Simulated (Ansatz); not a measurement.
# Formation energy and levels of the substitutional impurity Bi_C in SiC (P6_3mc)

Wanted: the transition levels of a substitutional impurity in SiC (P6_3mc), from a cell of 108 host atoms with 1 C taken out and 1 Bi put in.

Main program and level: Ansatz 0.2.0; place-levels on r2SCAN runs: charge-transition levels and formation energies with image-charge correction and potential alignment at the atomic sites; PAW set soft_1.

Experimental background.

For SiC, 6H (bulk crystal, literature), “Charge spill-out and work function of few-layer graphene on SiC(0001)” (2018, arxiv:1806.04908) quotes earlier work: band gap (indirect gap, experimental literature value) 3.03 eV [Literature value cited in passing in the theory part; temperature and measurement method …].

**1. The starting structure**

The cell holds 108 atoms: 54 Si, 53 C and 1 Bi. Cell: a = 9.236 Å, b = 9.236 Å, c = 15.108 Å, α = 90.0°, β = 90.0°, γ = 120.0°. It derives from SiC (space group P6_3mc). Nearest the centre at fractional (0.556, 0.444, 0.542): Bi59 at 0.00 Å, Si89 at 1.89 Å, Si53 at 1.89 Å, Si101 at 1.89 Å, Si51 at 1.89 Å, C23 at 3.08 Å, C47 at 3.08 Å, C11 at 3.08 Å.

Known beforehand: the electronic dielectric constant, (7.09, 7.09, 7.35), and the static one, (10.43, 10.43, 10.95), computed on the host (DFPT, PBEsol, on the r2SCAN cell), and a cell off the functional's own equilibrium shifts the ionic part.

The cell's shortest repeat is 9.2 Å.

**2. What was run first**

A transition level is the Fermi level at which two charge states cost the same, so each charge needs its own total energy, at its own relaxed structure.

Each atom starts 0.05 Å or so off its site in a random direction: a symmetric start keeps its symmetry, and would miss off-centre moves and Jahn–Teller distortions. Forces are taken at one point at (¼, ¼, ¼). The cell holds 1 electron more than the neutral one, with a uniform background that keeps it neutral on the whole.

The sampling was tested on the host first: at the k-points planned (1x1x1 shifted 0.25 0.25 0.25) its energy lies -0.041 eV an atom from the dense-mesh value, a large miss, so this sampling is coarse for the host.

One of the inputs; charge, spin and start change from state to state.

qm1.relax/input.yaml reads:

```yaml
crystal:
  lattice:
    - [3.07866498, 0.0, 0.0]
    - [-1.53933249, 2.66620208, 0.0]
    - [0.0, 0.0, 15.1078644]
  atoms:
    - { symbol: Si, position: [0.33333333, 0.66666667, 0.8329854] }
    - { symbol: Si, position: [0.66666667, 0.33333333, 0.3329854] }
    - { symbol: Si, position: [0.66666667, 0.33333333, 0.66650102] }
    - { symbol: Si, position: [0.33333333, 0.66666667, 0.16650102] }
    - { symbol: Si, position: [0.0, 0.0, 0.49972248] }
    - { symbol: Si, position: [0.0, 0.0, 0.99972248] }
    - { symbol: C, position: [0.0, 0.0, 0.87436694] }
    - { symbol: C, position: [0.0, 0.0, 0.37436694] }
    - { symbol: C, position: [0.33333333, 0.66666667, 0.70799668] }
    - { symbol: C, position: [0.66666667, 0.33333333, 0.20799668] }
    - { symbol: C, position: [0.66666667, 0.33333333, 0.54152848] }
    - { symbol: C, position: [0.33333333, 0.66666667, 0.04152848] }
  supercell: [3, 3, 1]
  defects: [{ substitution: { at: 58, symbol: Bi } }]
total_charge: -1
basis:
  ecutwfc: 500
  xc_grid: 2
hamiltonian:
  xc: r2scan
  pseudopotentials: { kind: paw, azcp: { folder: soft_1 } }
kpoints:
  mp_grid: { grid: [1, 1, 1], shift: [0.25, 0.25, 0.25] }
scf:
  occupations: { method: fixed }
  max_iter: 80
output:
  forces: true
  charged_corrections:
    epsilon: [7.09, 7.09, 7.35]
    static_epsilon: [10.43, 10.43, 10.95]
relax:
  f_tol: 0.02
  max_steps: 80
  random_displacement: { amplitude: 0.05, seed: 9023 }
checkpoint:
  write: "../qm1.relax.run"
  compress: false
  write_wavefunctions: true
  write_every: 100000
```

Launch:

```sh
$ ansatz run input.yaml --threads 8 --pin off --max-ram 15073MiB --backend cpu --events-out ev --progress --plain --runs-dir out
```

The relaxed structure is kept and the sampling changed to a 2×2×2 shifted mesh.

The run of this state that the levels use, under r2SCAN:

qm1.point/input.yaml reads:

```yaml
crystal:
  checkpoint: "../qm1.relax.run"
  host: checkpoint
total_charge: -1
basis:
  ecutwfc: 500
  xc_grid: 2
hamiltonian:
  xc: r2scan
  pseudopotentials: { kind: paw, azcp: { folder: soft_1 } }
kpoints:
  mp_grid: { grid: [2, 2, 2], shift: [0.5, 0.5, 0.5] }
scf:
  occupations: { method: fermi_dirac, width: 0.01 }
  max_iter: 80
output:
  forces: true
  eigenvalues: true
  charged_corrections:
    epsilon: [7.09, 7.09, 7.35]
    static_epsilon: [10.43, 10.43, 10.95]
    defect_position: [0.555556, 0.444444, 0.541528]
  eigenstates: { localisation: true }
  populations: true
  band_densities: [{ bands: [v1, v1] }, { bands: [c1, c1] }]
  write_density: true
  write_potential: true
  volumetric_format: npy
  elf: true
checkpoint:
  read: "../qm1.relax.run"
  write: "../qm1.point.run"
  compress: false
  write_wavefunctions: false
  write_every: 100000
```

Relaxations under r2SCAN at one point at (¼, ¼, ¼); times on 8 threads of Arm Neoverse V2, shared host:

```
charge  moment (μB)  occupations    outcome  steps  largest displacement against the far atoms (Å)     time
    −1            0        fixed  converged      8                                            0.57    2 min
     0            1        fixed  converged     10                                            0.53    5 min
    +1            0        fixed  converged      6                                            0.50     94 s
    −1            2        fixed  converged      7                                            0.52  4.4 min
```

Single points under r2SCAN at a 2×2×2 shifted mesh; times on 8 threads of Arm Neoverse V2, shared host:

```
charge  moment (μB)  occupations    outcome     time
    −1            0  fermi-dirac  converged  1.7 min
     0            1  fermi-dirac  converged  4.2 min
    +1            0  fermi-dirac  converged     95 s
    −1            2  fermi-dirac  converged  3.9 min
```

Distances (Å) from Bi59 to the nearest atoms after relaxation with r2SCAN:

```
charge  moment (μB)       1.       2.       3.       4.      5.      6.
    −1            0  Si 2.35  Si 2.37  Si 2.37  Si 2.38  C 3.10  C 3.10
    −1            2  Si 2.35  Si 2.35  Si 2.35  Si 2.36  C 3.12  C 3.12
     0            1  Si 2.34  Si 2.35  Si 2.35  Si 2.36  C 3.11  C 3.11
    +1            0  Si 2.33  Si 2.33  Si 2.33  Si 2.33  C 3.13  C 3.13
```

**3. Levels against the band edges, r2SCAN**

A charged cell interacts with its images and the background, and its potential has another zero than the host's. place-levels removes the first by a point-charge model, screened by the static dielectric constant since the ions have relaxed around the charge, and the second by comparing potentials at atoms far from the defect.

The host is a run of the defect-free crystal in the same cutoffs, grids and k-points, so that basis and sampling errors cancel in part in the differences. The host is run in a cell of 12 atoms on a matching mesh. Its band edges are searched through the zone by a band path, so the gap is smaller than, or equal to, that on the mesh. Chemical potentials are energies per atom of C (diamond) and Bi (A7 rhombohedral), run with the same functional and cutoff. Carbon is taken as diamond, which semilocal functionals can put about 0.1 eV an atom over graphite.

levels.point.yaml reads:

```yaml
host:
  run: host.point.run
states: [qm1.point.run, q0_M1.point.run, qp1.point.run, qm1_M2.point.run]
geometry_from:
  qm1.point.run: qm1.relax.run
  q0_M1.point.run: q0_M1.relax.run
  qp1.point.run: qp1.relax.run
  qm1_M2.point.run: qm1_M2.relax.run
  host.point.run: host.relax.run
chemical_potentials:
  C:
    energy: -251.553391
    dataset: "<sha256 of the dataset>"
  Bi:
    energy: -12413.333252
    dataset: "<sha256 of the dataset>"
epsilon: [7.09, 7.09, 7.35]
static_epsilon: [10.43, 10.43, 10.95]
vertical:
  - { from: qm1.point.run, to: qm1.point_neutral.run }
  - { from: qp1.point.run, to: qp1.point_neutral.run }
  - { from: qm1_M2.point.run, to: qm1_M2.point_neutral.run }
```

Launch:

```sh
$ ansatz place-levels levels.point.yaml -- --threads 8 --pin off --max-ram 15073MiB
```

Numbers of over 12 decimals in the logs are rounded to 6 here.

Output:

```text
[... repeated set-up lines and file paths are left out, and long positions are rounded to six places ...]
(+1/0) 2.206 eV above the valence edge, 0.162 eV under the conduction edge
(0/-1) 2.504 eV above the valence edge (+2.581 eV without the band-filling correction), in the conduction band
formation energy of charge +1: +8.526 eV with the Fermi level at the valence edge
formation energy of charge 0: +10.732 eV with the Fermi level at the valence edge
formation energy of charge -1: +13.235 eV with the Fermi level at the valence edge
vertical -1 to 0: no energy, since no alignment is typed
  the change from vertical[0].from (qm1.point.run) to vertical[0].to (qm1.point_neutral.run): by its potential at epsilon [7.09, 7.09, 7.35] it stands at 0.701 0.298 0.603, with an rms radius of about 4.7 Å (2.8 2.8 2.7 Å across the planes of the cell's [...]
vertical +1 to 0: no energy, since no alignment is typed
  the change from vertical[1].from (qp1.point.run) to vertical[1].to (qp1.point_neutral.run): by its potential at epsilon [7.09, 7.09, 7.35] it stands at 0.680 0.320 0.598, with an rms radius of about 4.4 Å (2.6 2.6 2.4 Å across the planes of the cell's [...]
vertical -1 to 0: no energy, since no alignment is typed
  the change from vertical[2].from (qm1_M2.point.run) to vertical[2].to (qm1_M2.point_neutral.run): by its potential at epsilon [7.09, 7.09, 7.35] it stands at 0.642 0.368 0.173, with an rms radius of about 6.0 Å (3.6 3.7 3.0 Å across the planes of the cell's [...]
  edges by r2scan, gap 2.368 eV; the host is sampled to repeats of 18.47 Å
  the defect's cells are sampled to repeats of 18.47 Å, like sampling
  charge +1: -60294.6212 eV with its correction of +0.470 eV, at epsilon [10.43, 10.43, 10.95], aligned at sites: +0.3032 eV, mean over 69 atomic sites at or beyond 4.62 Å from the host's site at [0.5553, 0.4447, 0.5416] by the defect at [0.5556, 0.4444, [...]
  charge 0: +0.000 eV for its dipole among its images, -0.002 omitted
  charge -1: -60270.9657 eV with its correction of -0.208 eV, at epsilon [10.43, 10.43, 10.95], aligned at sites: +0.3748 eV, mean over 69 atomic sites at or beyond 4.62 Å from the host's site at [0.5553, 0.4447, 0.5416] by the defect at [0.5556, 0.4444, [...]
  charge -1: states[3] (qm1_M2.point.run) stands 0.162 eV higher, with a moment of 2.00 μB against 0.00
  of states[2] (qp1.point.run): it parts from the run at its places by a charge that spreads by about 2.6 Å along one vector (1.4 Å or more is wide), by its potential at epsilon [7.09, 7.09, 7.35], taken for that of held ions (one typed too small widens it), [...]
  of states[1] (q0_M1.point.run): its sublattices stand up to 0.0489 Å off the host's, which by the two runs' forces adds about +0.01 eV to its energy against the host's, and moves the band edges: relax the crystal first, and build the cells on it; [...]
  of states[0] (qm1.point.run): it parts from the run at its places by a charge that spreads by about 2.8 Å along one vector (1.4 Å or more is wide), by its potential at epsilon [7.09, 7.09, 7.35], taken for that of held ions (one typed too small widens it), [...]
  of states[3] (qm1_M2.point.run): it parts from the run at its places by a charge that spreads by about 3.7 Å along one vector (1.4 Å or more is wide), by its potential at epsilon [7.09, 7.09, 7.35], taken for that of held ions (one typed too small widens [...]
  of vertical[0].from (qm1.point.run): its sublattices stand up to 0.0465 Å off the host's, which by the two runs' forces adds about +0.03 eV to its energy against the host's, and moves the band edges: relax the crystal first, and build the cells on it; [...]
  of vertical[0].to (qm1.point_neutral.run): stability_check_not_made
  of vertical[1].from (qp1.point.run): it parts from the run at its places by a charge that spreads by about 2.6 Å along one vector (1.4 Å or more is wide), by its potential at epsilon [7.09, 7.09, 7.35], taken for that of held ions (one typed too small [...]
  of vertical[1].to (qp1.point_neutral.run): stability_check_not_made
  of vertical[2].from (qm1_M2.point.run): its sublattices stand up to 0.0538 Å off the host's, which by the two runs' forces adds about +0.02 eV to its energy against the host's, and moves the band edges: relax the crystal first, and build the cells on it; [...]
  of vertical[2].to (qm1_M2.point_neutral.run): stability_check_not_made
```

Elapsed: 0.49 s, on 8 threads of Arm Neoverse V2, shared host.

(Part 1 of 2 ends here.)

[Logs are printed without paths, hosts, clocks, repeated set-up lines and the standing remarks that a program may print on its own settings, such as how far it seeks lower states.]

[Hosts, paths, dates, database ids (printed as entryN), source tags and the programs' standing remarks are cut or masked in the printed files.]

[Where a table of states has a column of steps, it counts the stored structures, which are thinned; the runs took as many ionic steps or more.]

[A defect's name tells the site on which it was built; relaxed atoms can leave that site.]

[For some hosts the program warned that the k-mesh of the response run may be too coarse for force constants and the static dielectric constant; such warnings are not shown here.]
